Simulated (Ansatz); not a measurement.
**TlSbS3 (model cell, started as cubic perovskite with Sb in the octahedra): a soft mode frozen in**

Which phase does TlSbS3 (model cell, started as cubic perovskite with Sb in the octahedra) fall into along its unstable mode, and how much energy does it gain?

Main program and level: Ansatz 0.2.0; DFT LDA, scalar-relativistic, plane waves, PAW; PAW set soft_1.

The structure was built from a prototype and need not be the compound's stable phase.

## Step 1: Set-up

Symmetry: Pm-3m, No. 221, cubic system. The conventional cell has a = 4.956 Å, b = 4.956 Å, c = 4.956 Å, α = 90.00°, β = 90.00°, γ = 90.00°. Tl has 12 S at 3.50 Å nearest. Nearest to Sb lie 6 S at 2.48 Å. Nearest to S lie 2 Sb at 2.48 Å. Farther neighbours and most contacts between anions are not listed.

## Step 2: Response at finite wavevector

The cell comes from relaxations at this level that are not shown. Stability and thermal properties need the whole zone. Linear response on a 2×2×2 q mesh gives force constants as far as a supercell of that size would.

input.yaml

```yaml
crystal:
  lattice:
    - [4.9559718062, 0.0, 0.0]
    - [0.0, 4.9559718062, 0.0]
    - [0.0, 0.0, 4.9559718062]
  atoms:
    - { symbol: Tl, position: [0.0, 0.0, 0.0] }
    - { symbol: Sb, position: [0.5, 0.5, 0.5] }
    - { symbol: S, position: [0.5, 0.5, 0.0] }
    - { symbol: S, position: [0.5, 0.0, 0.5] }
    - { symbol: S, position: [0.0, 0.5, 0.5] }
kpoints:
  mp_grid: { grid: [8, 8, 8] }
hamiltonian:
  xc: lda
  pseudopotentials: { kind: paw, azcp: { folder: soft_1 }, xc_functional: pbe }
scf:
  occupations: { method: methfessel_paxton, width: 0.2 }
output:
  eigenvalues: true
phonons:
  method: dfpt
  qmesh: [2, 2, 2]
  temperatures: { t_max: 1000, t_step: 50 }
  qpath:
    path:
      - [[0.0, 0.0, 0.0], [0.0, 0.5, 0.0], [0.5, 0.5, 0.0], [0.0, 0.0, 0.0], [0.5, 0.5, 0.5], [0.0, 0.5, 0.0]]
      - [[0.5, 0.5, 0.5], [0.5, 0.5, 0.0]]
    npoints: 10
```

The run is started by

```console
$ ansatz run input.yaml --threads 4 --pin off --max-ram 16384MiB --backend cpu --events-out ev --progress --plain --runs-dir out
```

Numbers of over 12 decimals in the logs are rounded to 6 here.

What it wrote:

```text
Engine: ansatz 0.2.0, aarch64-unknown-linux-gnu
Pseudopotentials: kind: paw
Pseudopotential: Tl, paw, valence charge 13, recommended cutoff 420 eV (normal), soft_1/Tl.paw.azcp
Pseudopotential: Sb, paw, valence charge 15, recommended cutoff 420 eV (normal), soft_1/Sb.paw.azcp
Pseudopotential: S, paw, valence charge 6, recommended cutoff 420 eV (normal), soft_1/S.paw.azcp
Functional definition: SPW92
  exchange = slater_x
  correlation = pw_c
Crystal: 5 atoms, lattice volume = 121.727 Å³
Basis set: ecut = 420 eV, 2373 PW (Γ), exchange–correlation on 72×72×72 points (8 copies of the dense FFT grid, shifted against one another)
Bands: 28, of which v1, the nominal top of the filled ones, is band 23 counted from 1 (22 counted from 0)
Symmetry: 48 space group operations
k-points: 35 of 512
Non-local potential: Tl, projectors of the file, l = 0: 2, l = 1: 2, l = 2: 2, l = 3: 1
Non-local potential: Sb, projectors of the file, l = 0: 2, l = 1: 2, l = 2: 2, l = 3: 1
Non-local potential: S, projectors of the file, l = 0: 2, l = 1: 2, l = 2: 1
PAW form: soft (Blöchl's): semilocal exchange-correlation on the pseudo side does not see the compensation charge
PAW frozen core: Tl, regenerated for the run's functional, and the local potential with it (the file was generated under x = pbe(κ = 0.804, μ = 0.219515), c = pbe(β = 0.066725))
PAW frozen core: Sb, regenerated for the run's functional, and the local potential with it (the file was generated under x = pbe(κ = 0.804, μ = 0.219515), c = pbe(β = 0.066725))
PAW frozen core: S, regenerated for the run's functional, and the local potential with it (the file was generated under x = pbe(κ = 0.804, μ = 0.219515), c = pbe(β = 0.066725))
PAW one-centre angular grid: Tl, 590 points (default); XC on 64 Gauss nodes
PAW one-centre angular grid: Sb, 590 points (default); XC on 64 Gauss nodes
PAW one-centre angular grid: S, 110 points (default); XC on 64 Gauss nodes
Initial density: superposition of atomic densities (chi_scale 0.1, normalization cell, long waves kept (reshape's long-wave potential 0.03 eV rms))
Initial wavefunctions: pseudopotential atomic-orbital guess
Functional: x = slater, c = lda
SCF iter   1: F=—  HF=-20092.978312 eV  |F-HF|=—  |Δ(HF+E_count)|=         —  Δρ=2.88e-2  dr2=2.43e0  ethr=3.10e-3  ⟨swp⟩=7.7  Hψ=4924  notcnv=0
preconditioner: auto → Kerker (q_TF=auto, 2.320 Å⁻¹)  [metal: Δε(μ)=0.037 eV  Ē_g=10.342 eV  σ=0.200 eV  W_gap=0.15  n_scr=26 (ndim 8)  ℏωp=20.2 eV  f_vac=0.000  D(μ)=3.65/eV (n_scr^D=26)]
SCF iter   2: F=—  HF=-20092.430886 eV  |F-HF|=—  |Δ(HF+E_count)|=   5.47e-1  S|Δr|=    0.00e0  Δρ=1.61e-2  dr2=9.35e-1  ethr=3.10e-3  ⟨swp⟩=2.8  Hψ=1625  notcnv=0  defer=10
SCF iter   3: F=—  HF=-20092.130551 eV  |F-HF|=—  |Δ(HF+E_count)|=   3.00e-1  S|Δr|=    0.00e0  Δρ=3.92e-3  dr2=7.89e-2  ethr=2.03e-3  ⟨swp⟩=2.8  Hψ=1777  notcnv=0  defer=10
SCF iter   4: F=—  HF=-20092.100450 eV  |F-HF|=—  |Δ(HF+E_count)|=   3.01e-2  S|Δr|=    0.00e0  Δρ=1.44e-3  dr2=7.16e-3  ethr=1.71e-4  ⟨swp⟩=2.6  Hψ=1712  notcnv=0  defer=7
SCF iter   5: F=—  HF=-20092.098145 eV  |F-HF|=—  |Δ(HF+E_count)|=   2.30e-3  S|Δr|=    0.00e0  Δρ=5.19e-4  dr2=4.88e-4  ethr=1.56e-5  ⟨swp⟩=2.9  Hψ=1925  notcnv=0  defer=5
SCF iter   6: F=—  HF=-20092.097986 eV  |F-HF|=—  |Δ(HF+E_count)|=   1.59e-4  S|Δr|=    0.00e0  Δρ=1.28e-4  dr2=2.71e-5  ethr=1.06e-6  ⟨swp⟩=2.0  Hψ=1675  notcnv=0  defer=5
SCF iter   7: F=—  HF=-20092.097995 eV  |F-HF|=—  |Δ(HF+E_count)|=   9.11e-6  S|Δr|=    0.00e0  Δρ=2.34e-5  dr2=5.91e-7  ethr=5.90e-8  ⟨swp⟩=2.4  Hψ=1581  notcnv=0  defer=5
SCF iter   8: F=—  HF=-20092.097987 eV  |F-HF|=—  |Δ(HF+E_count)|=   8.53e-6  S|Δr|=    0.00e0  Δρ=5.95e-6  dr2=5.04e-8  ethr=1.28e-9  ⟨swp⟩=2.3  Hψ=1658  notcnv=0  defer=5
SCF iter   9: F=—  HF=-20092.097987 eV  |F-HF|=—  |Δ(HF+E_count)|=   1.77e-8  S|Δr|=    0.00e0  Δρ=1.54e-6  dr2=5.08e-9  ethr=1.10e-10  ⟨swp⟩=2.4  Hψ=1817  notcnv=0  defer=5
SCF iter  10: F=—  HF=-20092.097987 eV  |F-HF|=—  |Δ(HF+E_count)|=   1.11e-9  S|Δr|=    0.00e0  Δρ=4.84e-7  dr2=4.49e-10  ethr=1.10e-11  ⟨swp⟩=2.3  Hψ=1382  notcnv=0  defer=5
SCF iter  11: F=-20092.097987 eV  HF=-20092.097987 eV  |F-HF|=0.00e0  |Δ(HF+E_count)|=  6.55e-11  S|Δr|=    0.00e0  Δρ=7.72e-8  dr2=7.64e-12  ethr=1.00e-12  ⟨swp⟩=7.3  Hψ=6339  notcnv=0
SCF 1 converged in 11 iterations: F = -20092.097987 eV  dr2 = 7.64e-12
  greatest PAW one-centre occupation: 0.997 electrons in one spin orbital (limit 2), on the Sb atom at site 1 (counted from 0), in its partial waves of l = 2
Initial density: read from a saved state, or passed on in memory by an earlier SCF of this step, an earlier step, the calling program or the single point that the run made first
iter 1 solved again at ethr=2.88e-7 eV; its pass at ethr=3.10e-3 eV (dr2=1.32e-4 eV) is discarded
SCF iter   1: F=—  HF=-20092.097986 eV  |F-HF|=—  |Δ(HF+E_count)|=         —  Δρ=7.91e-7  dr2=7.06e-10  ethr=2.88e-7  ⟨swp⟩=3.8  Hψ=8345  notcnv=0
eigensolver tolerance schedule: the retry pair's looser diagonalisation over-reported the residual by 187358.48 of it (diagonalisation noise at an unbounded share of the residual, at the tolerance the schedule requests for it); recorded, not acted on — ethr = c·dr2/N_el stays at c = 1.0e-1
preconditioner: auto → Kerker (q_TF=auto, 2.320 Å⁻¹)  [metal: Δε(μ)=0.007 eV  Ē_g=9.898 eV  σ=0.200 eV  W_gap=0.03  n_scr=26 (ndim 8)  ℏωp=20.2 eV  f_vac=0.001  D(μ)=3.96/eV (n_scr^D=26)]
SCF iter   2: F=—  HF=-20092.097987 eV  |F-HF|=—  |Δ(HF+E_count)|=   1.22e-6  S|Δr|=    0.00e0  Δρ=4.14e-7  dr2=2.00e-10  ethr=1.54e-12  ⟨swp⟩=4.8  Hψ=3311  notcnv=0
SCF iter   3: F=—  HF=-20092.097987 eV  |F-HF|=—  |Δ(HF+E_count)|=  4.73e-11  S|Δr|=    0.00e0  Δρ=2.73e-7  dr2=8.10e-11  ethr=1.00e-12  ⟨swp⟩=1.0  Hψ=980  notcnv=0
SCF iter   4: F=—  HF=-20092.097987 eV  |F-HF|=—  |Δ(HF+E_count)|=  2.55e-11  S|Δr|=    0.00e0  Δρ=1.17e-7  dr2=1.41e-11  ethr=1.00e-12  ⟨swp⟩=1.0  Hψ=980  notcnv=0
SCF iter   5: F=-20092.097987 eV  HF=-20092.097987 eV  |F-HF|=0.00e0  |Δ(HF+E_count)|=  3.64e-12  S|Δr|=    0.00e0  Δρ=2.68e-8  dr2=7.46e-13  ethr=1.00e-12  ⟨swp⟩=4.7  Hψ=2993  notcnv=0
SCF 2 converged in 5 iterations: F = -20092.097987 eV  dr2 = 7.46e-13
phonons: the bands overlap, so this run is a metal and interpolates without the dipole-dipole term. If the crystal is really an insulator or semiconductor, its LO-TO splitting is missing
NSCF: frozen V_eff on 35 k-points
NSCF: frozen V_eff on 125 k-points
DFPT response loops at q = (0, 0, 0) (fractional): preconditioner auto → Kerker (q_TF=auto, 2.320 Å⁻¹) (partly filled bands, converged f_vac=0.001); β = 1.00, the filter's whole step (`scf.mixing.beta` (0.50) is not read by the response loops under this deck's `scf.mixing.preconditioner`; to damp them name `kerker` or `kerker_dos`, under which they read `scf.mixing.beta`, and type it under 1.00, their step now; both keys bind the ground state too); Broyden in place of MSR1
NSCF: frozen V_eff on 250 k-points
DFPT response loops at q = (0, 0, -0.5) (fractional): mixed as the last ones told, above
NSCF: frozen V_eff on 250 k-points
DFPT response loops at q = (0, -0.5, -0.5) (fractional): mixed as the last ones told, above
NSCF: frozen V_eff on 250 k-points
DFPT response loops at q = (-0.5, -0.5, -0.5) (fractional): mixed as the last ones told, above
SCF converged after 11 iterations
Stability not checked: this state was not tested for a lower state beside it, because cold or Methfessel-Paxton smearing, or corrected tetrahedra, fill the levels in a way that the test cannot read (fill_not_monotonic; see scf.lower_state_search)
Free energy (F): -20092.097987 eV
Harris-Foulkes:  -20092.097987 eV  (|F-HF|=0.00e0)
Internal energy: -20092.093256 eV  (E = F + TS)
E sigma→0 (E₀):  -20092.096804 eV
Entropy (-TS):   -0.004731 eV (-0.946 meV/atom)
Fermi energy:    6.687343 eV
--- Per-component energies (eV) ---
  E_band       = -226.568949
  E_kinetic    = 746.985960
  E_local      = -3147.226334  (includes V_loc(G=0)·N_el)
  E_nonlocal   = 822.224643
  E_hartree    = 1223.362398
  E_xc         = -546.733527
  E_vxc        = -462.777669  (∫ρ·V_xc dr)
  E_paw        = -16013.929507  (= ΣΔE_a)
  E_vpaw       = -632.500498  (= ΣTr[D̂ρ^β])
  E_aug_tail   = 0.000087  (compensation charges beyond the density's cutoff)
  E_ewald      = -3177.653938
  E_core_change = 0.876963  (= ΣΔE_core)
  E_smearing   = -0.004731  (= −TS)
  E_closure    = -0.000000  (closes the sum)
  Σ components = -20092.097987   (vs F -20092.097987, Δ=0.00e0)
--- Band table (eV; the first three rows and the last of 35) ---
  k-point 0: bands = [... 19 lower, 5.5270, 5.5270, 5.7507, 5.7507, 5.7507, 12.0726, 12.0726, 12.0726, ... 1 higher]
  k-point 1: bands = [... 19 lower, 5.4581, 5.7021, 5.7231, 5.7231, 5.8236, 11.6316, 11.8935, 11.8935, ... 1 higher]
  k-point 2: bands = [... 19 lower, 5.2071, 5.5905, 5.7564, 5.7564, 6.4594, 10.5057, 11.6096, 11.6096, ... 1 higher]
  k-point 34: bands = [... 19 lower, 5.0853, 6.9721, 6.9721, 6.9721, 7.9831, 7.9831, 7.9831, 10.6616, ... 1 higher]
--- Phonons (Γ-DFPT): 4 representative perturbations + reference (Σ response iterations 12) ---
  ASR residual: 2.884e-5 → 0.000e0 eV/Å²; symmetrization residual: 1.973e-5 eV/Å²
  ASR residual per site (eV/Å²): 2.31e-5 2.82e-5 2.88e-5 2.88e-5 2.88e-5
  Γ frequencies (cm⁻¹): -122.62 -122.62 -122.62 -98.71 -98.71 -98.71 -21.07 -21.07 -21.07 0.00 0.00 0.00 252.25 252.25 252.25
--- Phonons (arbitrary-q DFPT): 4 irreducible q on the 2×2×2 mesh ---
  q = [0.0000, 0.0000, 0.0000] (star 1, of the zone-centre solve; hermiticity 6.30e-6, symmetrization 8.67e-12): -122.62 -122.62 -122.62 -98.71 -98.71 -98.71 -21.07 -21.07 -21.07 -0.00 0.00 0.00 252.25 252.25 252.25
  q = [0.0000, 0.0000, -0.5000] (star 3, 9 solved perturbations in 975 linear systems a pass and spin channel, the states on 125 of 512 k-point pairs; hermiticity 1.40e-6, symmetrization 1.01e-11): -126.49 -123.49 -115.21 -115.21 -103.51 -103.51 -16.23 -16.23 9.04 36.37 36.37 162.24 272.69 272.69 285.40
  q = [0.0000, -0.5000, -0.5000] (star 3, 9 solved perturbations in 975 linear systems a pass and spin channel, the states on 125 of 512 k-point pairs; hermiticity 2.06e-6, symmetrization 3.17e-13): -143.15 -143.15 -111.63 -99.20 -99.20 -94.09 -16.57 9.18 9.18 42.80 168.19 168.19 273.24 290.53 313.67
  q = [-0.5000, -0.5000, -0.5000] (star 1, 4 solved perturbations in 350 linear systems a pass and spin channel, the states on 125 of 512 k-point pairs; hermiticity 1.60e-7, symmetrization 9.67e-12): -141.05 -141.05 -141.05 -102.35 -102.35 -102.35 -7.47 -7.47 -7.47 174.06 174.06 174.06 269.38 269.38 352.38
  sum rule: each row above includes the acoustic sum rule's correction from the zone centre's row sums; it moved no ω² by more than (0.49 cm⁻¹)²
  mesh force constants: q→R imaginary residual 3.67e-18; ASR residual 2.884e-5 → 0.000e0 eV/Å²; symmetrization residual 1.599e-14 eV/Å²
  interpolated dispersion: 62 rows × 15 modes
  density of states and harmonic sums: on the 14×14×14 q-mesh, interpolated from the force constants of a 2×2×2 supercell (no non-analytic term)
  largest difference from the sums on the solved wave vectors: F 5.02e-2 eV, S 7.34e-5 and C_V 2.32e-5 eV/K
  zero-point energy: 0.073641 eV/cell   skipped modes (ω ≤ 0): 967, of them read as no rigid motion or as one in doubt: 964 (7.979e0 modes/cell left out, lowest -143.15 cm⁻¹)   left out of the sums: 5.32e-1 of the cell's modes: C_V's classical limit lies that fraction below 3 k_B per atom; for a crystal, a wire or a layer, F and S can be off by more, and a phonons.interpolated_qmesh denser along its periods is the remedy for the sampling
```

Wall time 4.2 min (4 threads of Arm Neoverse V1, shared host); peak memory 1.3 GiB.

The column dr2 measures how far the density is from self-consistency, as an energy; F and HF (Harris–Foulkes) agree once it is small.

Numbers from this step:

| Property | Result |
| --- | --- |
| volume per atom | 24.35 Å³ |
| gap on the k-mesh | 0 eV |
| sum-rule residual before enforcement | 2.88e-5 eV/Å² |
| lowest frequency on the path | -143.2 cm⁻¹ |
| point group | m-3m |
| highest frequency on the path or at a solved wavevector | 352.4 cm⁻¹ |
| highest optical mode at the zone centre (no LO-TO term) | 252.2 cm⁻¹ |
| lowest optical zone-centre mode | -122.6 cm⁻¹ |
| lowest mode on the q mesh (acoustic modes at Γ apart) | -143.2 cm⁻¹ |

Frequencies (cm⁻¹) solved at each irreducible wavevector; negative means imaginary. Frequencies by wavevector, by row:

```tsv
q in reciprocal lattice units	star	mode 1	mode 2	mode 3	mode 4	mode 13	mode 14	mode 15
0 0 0	1	-122.6	-122.6	-122.6	-98.7	252.2	252.2	252.2
0 0 -0.5	3	-126.5	-123.5	-115.2	-115.2	272.7	272.7	285.4
0 -0.5 -0.5	3	-143.2	-143.2	-111.6	-99.2	273.2	290.5	313.7
-0.5 -0.5 -0.5	1	-141.1	-141.1	-141.1	-102.3	269.4	269.4	352.4
```

Interpolated from a 2×2×2 q mesh. Phonon branches along the path, in cm⁻¹:

```tsv
point	branch 1	branch 2	branch 3	branch 4	branch 12	branch 13	branch 14	branch 15
Γ	-123	-123	-123	-99	0	252	252	252
halfway	-122	-119	-119	-114	114	262	262	269
X	-126	-124	-115	-115	162	273	273	285
halfway	-134	-124	-118	-108	165	272	282	301
M	-143	-143	-112	-99	168	273	290	314
halfway	-124	-122	-116	-113	119	267	272	286
Γ	-123	-123	-123	-99	0	252	252	252
halfway	-121	-119	-119	-113	123	271	271	307
R	-141	-141	-141	-102	174	269	269	352
halfway	-128	-126	-126	-110	168	273	276	322
X	-126	-124	-115	-115	162	273	273	285
jump to R	-141	-141	-141	-102	174	269	269	352
halfway	-139	-139	-120	-107	171	271	277	337
M	-143	-143	-112	-99	168	273	290	314
```

Symmetry leaves 4 wavevectors to solve. The lowest mode among them, the acoustic zeros apart, lies at q = (0, -0.5, -0.5) and is imaginary, 143.2i cm⁻¹, so the energy falls along it.

## Step 3: The mode frozen in, largest atomic shift 0 Å

The mode followed lies at q = (-0.5, -0.5, -0.5) with frequency 141.1i cm⁻¹ and is 3-fold degenerate, one of the unstable modes though not the softest. At small amplitude the distorted cell has space group no. 139 by a symmetry search on the positions. The undistorted cell that holds it gives the zero of energy on the same k mesh.

System of this step: TlSbS3 (model cell, started as cubic perovskite with Sb in the octahedra). Symmetry: Pm-3m, No. 221, cubic system. The conventional cell has a = 4.956 Å, b = 4.956 Å, c = 4.956 Å, α = 90.00°, β = 90.00°, γ = 90.00°. Tl has 12 S at 3.50 Å nearest. Nearest to Sb lie 6 S at 2.48 Å. S has 2 Sb at 2.48 Å nearest. Farther neighbours and most contacts between anions are not listed.

input.yaml, the sections that differ from step 2:

```yaml
crystal:
  lattice:
    - [4.9559718062, 4.9559718062, 0.0]
    - [4.9559718062, 0.0, 4.9559718062]
    - [4.9559718062, 0.0, -4.9559718062]
  atoms:
    - { symbol: Tl, position: [0.0, 0.5, 0.5] }
    - { symbol: Tl, position: [0.0, 0.0, 0.0] }
    - { symbol: Sb, position: [0.5, 0.25, 0.75] }
    - { symbol: Sb, position: [0.5, 0.75, 0.25] }
    - { symbol: S, position: [0.5, 0.0, 1.0] }
    - { symbol: S, position: [0.5, 0.5, 0.5] }
    - { symbol: S, position: [0.0, 0.5, 0.0] }
    - { symbol: S, position: [0.0, 0.0, 0.5] }
    - { symbol: S, position: [0.5, 0.0, 0.5] }
    - { symbol: S, position: [0.5, 0.5, 0.0] }
output:
  forces: true
  stress: true
  eigenvalues: true
# kpoints, hamiltonian, scf: as in step 2
# phonons: removed
```

What it wrote:

```text
[...]
Crystal: 10 atoms, lattice volume = 243.454 Å³
Basis set: ecut = 420 eV, 4693 PW (Γ)
Bands: 56, of which v1, the nominal top of the filled ones, is band 46 counted from 1 (45 counted from 0)
Symmetry: 96 space group operations
[...]
k-points: 29 of 512
[...]
k-point 0: bands = [... 42 lower, 5.7513, 5.7513, 6.9726, 6.9726, 6.9726, 7.9846, 7.9846, 7.9846, ... 6 higher]
  k-point 1: bands = [... 42 lower, 5.7093, 5.7888, 6.8228, 6.8228, 6.9132, 7.6706, 8.4600, 8.4600, ... 6 higher]
  k-point 2: bands = [... 42 lower, 5.8983, 6.0639, 6.6228, 6.6228, 6.7518, 6.9648, 9.3926, 9.3926, ... 6 higher]
  k-point 28: bands = [... 42 lower, 5.5268, 5.5268, 6.3191, 6.3191, 7.1610, 7.1610, 9.1277, 9.1277, ... 6 higher]
[key lines of the parts left out:]
SCF converged after 8 iterations
Free energy (F): -40184.208968 eV
Fermi energy:    6.673158 eV
P = ⅓ Tr σ = -0.0907 GPa (-0.907 kbar)
```

Wall time 6.1 s (4 threads); peak memory 0.76 GiB.

Numbers from this step:

- pressure: -0.09068 GPa
- energy from the undistorted cell: 0 meV/atom

The run ends at a pressure of -0.09 GPa.

## Step 4: The mode frozen in, largest atomic shift 0.45 Å

The atoms are moved along the unstable eigenvector, the largest shift by 0.45 Å, with the cell fixed.

input.yaml, the sections that differ from step 3:

```yaml
crystal:
  lattice:
    - [4.9559718062, 4.9559718062, 0.0]
    - [4.9559718062, 0.0, 4.9559718062]
    - [4.9559718062, 0.0, -4.9559718062]
  atoms:
    - { symbol: Tl, position: [0.0060168152, 0.4969915924, 0.4969915924] }
    - { symbol: Tl, position: [-0.0060168152, 0.0030084076, 0.0030084076] }
    - { symbol: Sb, position: [0.5, 0.25, 0.75] }
    - { symbol: Sb, position: [0.5, 0.75, 0.25] }
    - { symbol: S, position: [0.5, 0.045399774, 1.045399774] }
    - { symbol: S, position: [0.5, 0.454600226, 0.454600226] }
    - { symbol: S, position: [0.0, 0.5, 0.0] }
    - { symbol: S, position: [0.0, 0.0, 0.5] }
    - { symbol: S, position: [0.5, 0.045399774, 0.454600226] }
    - { symbol: S, position: [0.5, 0.454600226, 0.045399774] }
# kpoints, hamiltonian, scf, output: as in step 3
```

What it wrote:

```text
[...]
Crystal: 10 atoms, lattice volume = 243.454 Å³
Basis set: ecut = 420 eV, 4693 PW (Γ)
Bands: 56, of which v1, the nominal top of the filled ones, is band 46 counted from 1 (45 counted from 0)
Symmetry: 16 space group operations
[...]
k-points: 59 of 512
[...]
k-point 0: bands = [... 42 lower, 5.7886, 5.9383, 6.9307, 6.9307, 7.2699, 8.2469, 8.4903, 8.4903, ... 6 higher]
  k-point 1: bands = [... 42 lower, 5.8688, 5.9425, 6.7889, 6.8650, 7.1458, 7.9255, 8.6380, 8.9466, ... 6 higher]
  k-point 2: bands = [... 42 lower, 6.0458, 6.0526, 6.5683, 6.7293, 6.9965, 7.5570, 9.1192, 9.8352, ... 6 higher]
  k-point 58: bands = [... 42 lower, 5.6309, 5.6692, 5.7351, 6.9311, 7.2923, 7.3112, 8.9382, 8.9382, ... 6 higher]
[key lines of the parts left out:]
SCF converged after 10 iterations
Free energy (F): -40184.516241 eV
Fermi energy:    6.825464 eV
P = ⅓ Tr σ = 0.8780 GPa (8.780 kbar)
```

Wall time 14 s (4 threads); peak memory 0.95 GiB.

Numbers from this step:

```
pressure                         : 0.8780 GPa
energy from the undistorted cell : -30.39 meV/atom
```

The energy, extrapolated to zero smearing, is -30.39 meV/atom against the undistorted cell.

The run ends at a pressure of 0.88 GPa, with forces up to 0.065 eV/Å.

## Step 5: Energy along the mode, all amplitudes (two of the runs are shown above)

An imaginary frequency means negative curvature, so the energy should fall and then rise again as anharmonic terms take over.

This step gave:

| Item | Value |
| --- | --- |
| depth at the lowest point sampled | 30.39 meV/atom |
| largest atomic shift at that point | 0.45 Å |

Energy from the parent against largest atomic shift:

```tsv
largest atomic shift (Å)	energy from the parent (meV/atom)
0.000	0
0.040	-0.642
0.080	-2.54
0.140	-7.41
0.220	-16.1
0.320	-26.1
0.450	-30.4
0.600	-24.4
```

Displacement at unit largest shift by atom:

```tsv
atom	x (Å)	y (Å)	z (Å)	size
Tl1	0.00	0.07	0.00	0.07
Tl2	0.00	-0.07	0.00	0.07
Sb3	0.00	0.00	0.00	0.00
Sb4	0.00	0.00	0.00	0.00
S5	1.00	0.00	0.00	1.00
S6	-1.00	0.00	0.00	1.00
S7	0.00	0.00	0.00	0.00
S8	0.00	0.00	0.00	0.00
S9	0.00	0.00	1.00	1.00
S10	0.00	0.00	-1.00	1.00
```

The lowest of the steps tried is at 0.45 Å, 30.4 meV/atom below the parent; the bottom of the well need not coincide with a step.

(Continued in part 2 of 2.)

[Logs are printed without paths, hosts, clocks, repeated set-up lines and the standing remarks that a program may print on its own settings, such as how far it seeks lower states.]

[Hosts, paths, dates, database ids (printed as entryN), source tags and the programs' standing remarks are cut or masked in the printed files.]
